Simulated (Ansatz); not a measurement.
# Sensitivity of the G0W0 gap of Ga2S3 (Imm2)

A base run on Ga2S3 (Imm2), then changed inputs.

Calculated with Ansatz 0.2.0; G0W0 on LDA, plane waves, PAW; PAW set soft_1.

**1. Set-up**

It takes space group Imm2 (No. 44, orthorhombic). Conventional cell: a = 3.673 Å, b = 11.141 Å, c = 5.346 Å, α = 90.00°, β = 90.00°, γ = 90.00°. Ga has 4 S at 2.20 to 2.32 Å nearest. Nearest to S lie 3 Ga at 2.32 Å. Nearest to S lie 2 Ga at 2.20 Å. Farther neighbours and most contacts between anions are not listed.

Coordinates:

```cif
data_structure
_symmetry_space_group_name_H-M 'P 1'
_symmetry_Int_Tables_number 1
_cell_length_a 6.4459
_cell_length_b 6.4459
_cell_length_c 6.4459
_cell_angle_alpha 146.896
_cell_angle_beta 60.413
_cell_angle_gamma 131.000
_cell_volume 109.38
loop_
_atom_site_label
_atom_site_type_symbol
_atom_site_fract_x
_atom_site_fract_y
_atom_site_fract_z
_atom_site_occupancy
Ga1 Ga 0.16642 0.00737 0.15906 1
Ga2 Ga 0.84831 0.00737 0.84094 1
S3 S 0.90748 0.24172 0.66575 1
S4 S 0.57597 0.24172 0.33425 1
S5 S 0.25182 0.25182 0.00000 1
```

The cell and positions are those that the Materials Project relaxed with its own functionals (PBE, PBE+U or r2SCAN), kept fixed.

**2. The base run: 4×4×4 mesh, 248 empty bands, screening to 100 eV, plasmon pole, PAW set soft_1 files**

G0W0 replaces the xc potential by the self-energy, built once from these orbitals. Only a window of levels is corrected, while the sums run over the empty bands that the input names. This step takes PAW set soft_1 files.

input.yaml

```yaml
crystal:
  lattice:
    - [-1.83633776, 5.57061928, 2.67305246]
    - [1.83633776, -5.57061928, 2.67305246]
    - [1.83633776, 5.57061928, -2.67305246]
  atoms:
    - { symbol: Ga, position: [0.16642079, 0.00736566, 0.15905513] }
    - { symbol: Ga, position: [0.84831053, 0.00736566, 0.84094487] }
    - { symbol: S, position: [0.90747666, 0.24172383, 0.66575283] }
    - { symbol: S, position: [0.575971, 0.24172383, 0.33424717] }
    - { symbol: S, position: [0.25182003, 0.25182003, 0.0] }
kpoints:
  mp_grid: { grid: [4, 4, 4] }
hamiltonian:
  xc: lda
  pseudopotentials: { kind: paw, azcp: { folder: soft_1 }, xc_functional: pbe }
scf:
  occupations: { method: fixed }
gw:
  n_empty_bands: 248
  ecut_chi: 100
  qp_bands: [v2, c2]
  qp_kpoints: band_edges
  screening: { model: godby_needs }
```

Started as:

```
> ansatz run input.yaml --threads 2 --pin off --max-ram 92160MiB --backend cuda --events-out ev --progress --plain --runs-dir out --devices 1 --max-vram 13GiB
```

Numbers of over 12 decimals in the logs are rounded to 6 here.

Output:

```text
GPUs: using 1 of 1 available (devices: 1).
Engine: ansatz 0.2.0, x86_64-unknown-linux-gnu
Pseudopotentials: kind: paw
Pseudopotential: Ga, paw, valence charge 13, recommended cutoff 420 eV (normal), soft_1/Ga.paw.azcp
Pseudopotential: S, paw, valence charge 6, recommended cutoff 420 eV (normal), soft_1/S.paw.azcp
Functional definition: SPW92
  exchange = slater_x
  correlation = pw_c
device memory: the entry about to start is reckoned to put 1.3 GiB on a device that reports 50.0 GiB free (of which the cap on the GPU budget leaves the run 13.0 GiB)
GPU FFT provider: cuFFT
GPU libraries: cuBLAS 13.8.2, cuFFT 12.4.0, cuSOLVER 12.3.4
Crystal: 5 atoms, lattice volume = 109.376 Å³
Basis set: ecut = 420 eV, 2133 PW (Γ)
Bands: 27, of which v1, the nominal top of the filled ones, is band 22 counted from 1 (21 counted from 0)
Symmetry: 4 space group operations
Space group: Imm2 (ITA 44), of the structure as read, at distance tolerance 4.8e-5 Å
k-points: 18 of 64 (time reversal used)
Non-local potential: Ga, projectors of the file, l = 0: 2, l = 1: 2, l = 2: 3, l = 3: 1
Non-local potential: S, projectors of the file, l = 0: 2, l = 1: 2, l = 2: 1
PAW form: soft (Blöchl's): semilocal exchange-correlation on the pseudo side does not see the compensation charge
PAW frozen core: Ga, regenerated for the run's functional, and the local potential with it (the file was generated under x = pbe(κ = 0.804, μ = 0.219515), c = pbe(β = 0.066725))
PAW frozen core: S, regenerated for the run's functional, and the local potential with it (the file was generated under x = pbe(κ = 0.804, μ = 0.219515), c = pbe(β = 0.066725))
PAW one-centre angular grid: Ga, 590 points (default); XC on 64 Gauss nodes
PAW one-centre angular grid: S, 110 points (default); XC on 64 Gauss nodes
Initial density: superposition of atomic densities (chi_scale 0.1, normalization cell, long waves kept (reshape's long-wave potential 0.05 eV rms))
Initial wavefunctions: pseudopotential atomic-orbital guess
GPU buffer pool allocated for 91125 grid points (all kernels)
GPU transforms: local potential and band sums: pruned to the plane-wave sphere, on 45×45×45
Functional: x = slater, c = lda
SCF iter   1: F=—  HF=-10026.405314 eV  |F-HF|=—  |Δ(HF+E_count)|=         —  Δρ=4.82e-2  dr2=1.66e0  ethr=3.10e-3  ⟨swp⟩=5.0  Hψ=1962  notcnv=0  defer=51
preconditioner: auto → Resta (q_TF=auto, 2.344 Å⁻¹)  ε∞=3.7  [insulator: Δε(μ)=1.680 eV  Ē_g=14.274 eV  n_scr=20 (ndim 8)  ℏωp=23.6 eV  f_vac=0.000  ε∞_Penn≈3.7]
SCF iter   2: F=—  HF=-10025.981974 eV  |F-HF|=—  |Δ(HF+E_count)|=   4.23e-1  Δρ=2.24e-2  dr2=4.01e-1  ethr=3.10e-3  ⟨swp⟩=3.0  Hψ=1063  notcnv=0  defer=52
SCF iter   3: F=—  HF=-10025.840784 eV  |F-HF|=—  |Δ(HF+E_count)|=   1.41e-1  Δρ=5.98e-3  dr2=3.20e-2  ethr=9.11e-4  ⟨swp⟩=2.2  Hψ=915  notcnv=0  defer=52
[...]
E_band       = -200.734203
  E_kinetic    = 540.528212
  E_local      = -4060.316118  (includes V_loc(G=0)·N_el)
  E_nonlocal   = -73.004626
  E_hartree    = 2304.887803
  E_xc         = -388.845057
  E_vxc        = -359.366366  (∫ρ·V_xc dr)
  E_paw        = -5566.016089  (= ΣΔE_a)
  E_vpaw       = -858.349661  (= ΣTr[D̂ρ^β])
  E_aug_tail   = -0.000422  (compensation charges beyond the density's cutoff)
  E_ewald      = -2786.967918
  E_core_change = 3.916556  (= ΣΔE_core)
  E_smearing   = -0.000000  (= −TS)
  E_closure    = 0.000000  (closes the sum)
  Σ components = -10025.817659   (vs F -10025.817659, Δ=0.00e0)
--- Band table (eV; the first three rows and the last of 18) ---
  k-point 0: bands = [... 18 lower, 3.2905, 4.4218, 4.4980, 5.3788, 6.7587, 7.9377, 9.4786, 10.5210, ... 1 higher]
  k-point 1: bands = [... 18 lower, 2.5363, 3.6329, 3.9167, 4.3308, 8.1935, 9.1559, 9.4922, 9.7085, ... 1 higher]
  k-point 2: bands = [... 18 lower, 2.9359, 2.9545, 3.3958, 3.6351, 7.7277, 7.8402, 8.6865, 9.3800, ... 1 higher]
  k-point 17: bands = [... 18 lower, 3.2690, 3.4788, 3.5553, 5.5098, 7.5066, 7.7481, 7.8126, 10.2466, ... 1 higher]
--- G₀W₀: ω_p = 23.5517 eV, 64 q-points, 248 empty bands' worth ---
  eigenvalues of the whole cell's RPA ε∞ on this k-mesh (on a slab, of 1 + 4πα/V) = 5.9395, 6.1795, 7.2845; static W/v taken at q = 0 is 0.150572
  GN-PPA: 1039026/3918425 pairs with Re ω̃² < 0 across q-mesh
  gw.qp_kpoints: band_edges: 10 of 18 stored k-points solved, in 1 pass; an edge of the gap read off the rows below is read off those points alone
    valence top: of the k-points left out ik 3 came nearest to being solved in a further pass, in band 22 (counted from 1, as in the quasiparticle table): it holds the edge there only if its correction is more favourable than any solved in that band by at least 0.901 eV; those differ by 0.073 eV
    conduction bottom: of the k-points left out ik 3 came nearest to being solved in a further pass, in band 23 (counted from 1, as in the quasiparticle table): it holds the edge there only if its correction is more favourable than any solved in that band by at least 0.749 eV; those differ by 0.371 eV
    ik  band        ε_KS         Σx   Σc(E_QP)       V_xc       Z   E_QP_lin       E_QP  E_QP is
     0    21      4.4980   -19.0445     2.0064   -16.5473  0.7742     4.0057     4.0072  root
     0    22      5.3788   -18.6890     2.3607   -15.7460  0.7686     4.7940     4.7965  root
     0    23      6.7587   -10.2393    -3.7340   -14.8055  0.7982     7.5949     7.5909  root
     0    24      7.9377    -8.1776    -4.2039   -13.1679  0.8026     8.7284     8.7241  root
     2    21      3.3958   -17.9781     2.5447   -14.8254  0.7700     2.7835     2.7878  root
     2    22      3.6351   -17.5981     2.5848   -14.3577  0.7689     2.9746     2.9796  root
     2    23      7.7277    -6.7332    -3.7945   -11.0600  0.8132     8.2619     8.2600  root
     2    24      7.8402    -9.0843    -3.9214   -13.8655  0.7989     8.7048     8.7000  root
[...]
17    21      3.5553   -19.2705     2.1514   -16.6294  0.7760     3.0645     3.0656  root
    17    22      5.5098   -18.8299     2.3951   -15.8507  0.7680     4.9231     4.9257  root
    17    23      7.5066    -7.2647    -3.9900   -11.8986  0.8096     8.1533     8.1506  root
    17    24      7.7481   -10.5675    -4.1226   -15.6530  0.7905     8.7163     8.7109  root
[key lines of the parts left out:]
SCF converged after 9 iterations
Free energy (F): -10025.817659 eV
Fermi energy:    5.509839 eV
```

The job ended after 29 s (1 × NVIDIA H100 80GB HBM3 (shared by 6 runs) with 2 threads of AMD EPYC 7R13 (Zen 3), shared host; peak memory 1.6 GiB).

This step gave:

```yaml
bands_summed: 270
plasmon_pole_fit_frequency: 23.55 eV
rpa_eps_infinity_on_this_mesh_eigenvalues: 5.940, 6.179, 7.284
plane_waves_in_the_screening_matrix: 239
q_points_in_the_mesh: 64
g0w0_gap_on_the_mesh: 2.665 eV
k_of_the_valence_top: -0.5, -0.5, -0.5
k_of_the_conduction_bottom: 0, 0, 0
starting_gap_on_the_mesh: 1.249 eV
z_at_the_valence_top: 0.7680
z_at_the_conduction_bottom: 0.7982
least_direct_g0w0_gap_on_the_computed_points: 2.794 eV
```

The gap on the mesh goes from 1.25 eV to 2.67 eV, a correction of +1.42 eV. Between the two edge states, bare exchange in place of the xc potential would open the gap by 7.55 eV, and correlation takes back 6.13 eV.

**3. Variant: plasmon pole at a typed frequency**

input.yaml, as its differences from that of step 2:

```diff
@@ -24 +24,2 @@
   screening: { model: godby_needs }
+  plasmon_pole_fit_frequency: 15
```

Output:

```text
GPUs: using 1 of 1 available (devices: 1).
[...]
GPU FFT provider: cuFFT
GPU libraries: cuBLAS 13.8.2, cuFFT 12.4.0, cuSOLVER 12.3.4
Crystal: 5 atoms, lattice volume = 109.376 Å³
Basis set: ecut = 420 eV, 2133 PW (Γ)
Bands: 27, of which v1, the nominal top of the filled ones, is band 22 counted from 1 (21 counted from 0)
Symmetry: 4 space group operations
[...]
k-points: 18 of 64 (time reversal used)
[...]
GPU buffer pool allocated for 91125 grid points (all kernels)
[...]
SCF iter   1: F=—  HF=-10026.405314 eV  |F-HF|=—  |Δ(HF+E_count)|=         —  Δρ=4.82e-2  dr2=1.66e0  ethr=3.10e-3  ⟨swp⟩=5.0  Hψ=1962  notcnv=0  defer=51
[...]
SCF iter   9: F=-10025.817659 eV  HF=-10025.817659 eV  |F-HF|=1.18e-8  |Δ(HF+E_count)|=   1.18e-7  Δρ=4.45e-6  dr2=3.27e-8  ethr=2.27e-10  ⟨swp⟩=10.6  Hψ=2349  notcnv=0
SCF 1 converged in 9 iterations: F = -10025.817659 eV  dr2 = 3.27e-8
[...]
NSCF: frozen V_eff on 18 k-points, pencils in batches of 32, up to order 108
[...]
NSCF: frozen V_eff on 18 k-points
G₀W₀ screening: q 1/18
[... further progress lines ...]
[...]
SCF converged after 9 iterations
Free energy (F): -10025.817659 eV
[...]
Internal energy: -10025.817659 eV  (E = F + TS)
E sigma→0 (E₀):  -10025.817659 eV
Fermi energy:    5.509839 eV
[...]
--- Band table (eV; the first three rows and the last of 18) ---
  k-point 0: bands = [... 18 lower, 3.2905, 4.4218, 4.4980, 5.3788, 6.7587, 7.9377, 9.4786, 10.5210, ... 1 higher]
  k-point 1: bands = [... 18 lower, 2.5363, 3.6329, 3.9167, 4.3308, 8.1935, 9.1559, 9.4922, 9.7085, ... 1 higher]
  k-point 2: bands = [... 18 lower, 2.9359, 2.9545, 3.3958, 3.6351, 7.7277, 7.8402, 8.6865, 9.3800, ... 1 higher]
  k-point 17: bands = [... 18 lower, 3.2690, 3.4788, 3.5553, 5.5098, 7.5066, 7.7481, 7.8126, 10.2466, ... 1 higher]
--- G₀W₀: ω_p = 15.0000 eV, 64 q-points, 248 empty bands' worth ---
[...]
GN-PPA: 999204/3918425 pairs with Re ω̃² < 0 across q-mesh
[...]
0    21      4.4980   -19.0445     2.0662   -16.5473  0.7649     4.0657     4.0670  root
     0    22      5.3788   -18.6890     2.4282   -15.7460  0.7583     4.8617     4.8640  root
     0    23      6.7587   -10.2393    -3.6938   -14.8055  0.7901     7.6360     7.6311  root
     0    24      7.9377    -8.1776    -4.1639   -13.1679  0.7942     8.7696     8.7641  root
     2    21      3.3958   -17.9781     2.6146   -14.8254  0.7570     2.8549     2.8577  root
     2    22      3.6351   -17.5981     2.6580   -14.3577  0.7568     3.0496     3.0528  root
     2    23      7.7277    -6.7332    -3.7505   -11.0600  0.8053     8.3064     8.3040  root
     2    24      7.8402    -9.0843    -3.8806   -13.8655  0.7903     8.7466     8.7408  root
[...]
17    21      3.5553   -19.2705     2.2113   -16.6294  0.7673     3.1240     3.1254  root
    17    22      5.5098   -18.8299     2.4623   -15.8507  0.7578     4.9905     4.9929  root
    17    23      7.5066    -7.2647    -3.9466   -11.8986  0.8016     8.1975     8.1940  root
    17    24      7.7481   -10.5675    -4.0875   -15.6530  0.7819     8.7535     8.7460  root
```

Elapsed: 34 s, on 1 × NVIDIA H100 80GB HBM3 (shared by 6 runs) with 2 threads; peak memory 1.6 GiB; 52 s of CPU time.

The G0W0 gap on the mesh is 2.638 eV.

Against the base:

| setting | base | variant |
| --- | --- | --- |
| plasmon pole fit frequency | - | 15 |

```
                                    quantity  variant   base
                    starting gap on the mesh    1.249  1.249
                        G0W0 gap on the mesh    2.638  2.665
least direct G0W0 gap on the computed points    2.767  2.794
                        Z at the valence top    0.758  0.768
                  Z at the conduction bottom    0.790  0.798
```

**4. Outcome**

```json
{
 "base": "2.67 eV, 29 s",
 "plasmon pole at a typed frequency": "2.64 eV, 34 s"
}
```

What this shows: Plasmon pole at a typed frequency: the gap moves by −0.03 eV. All runs here use a coarse mesh and modest cutoffs; they test settings and are not final values. The many-body steps are scalar-relativistic: spin-orbit coupling is not in them.

[Paths, hosts, dates, memory and timing lines, banners, echoed tables and standing remarks are left out of the program output.]

[Logs are printed without paths, hosts, clocks, repeated set-up lines and the standing remarks that a program may print on its own settings, such as how far it seeks lower states.]

[Runs of the session that timed out or met a known fault of the program may be left out.]

[Cells called generated may have been cut or substituted from an entry of the Crystallography Open Database or the Materials Project.]

[Hosts, paths, dates, database ids (printed as entryN), source tags and the programs' standing remarks are cut or masked in the printed files.]
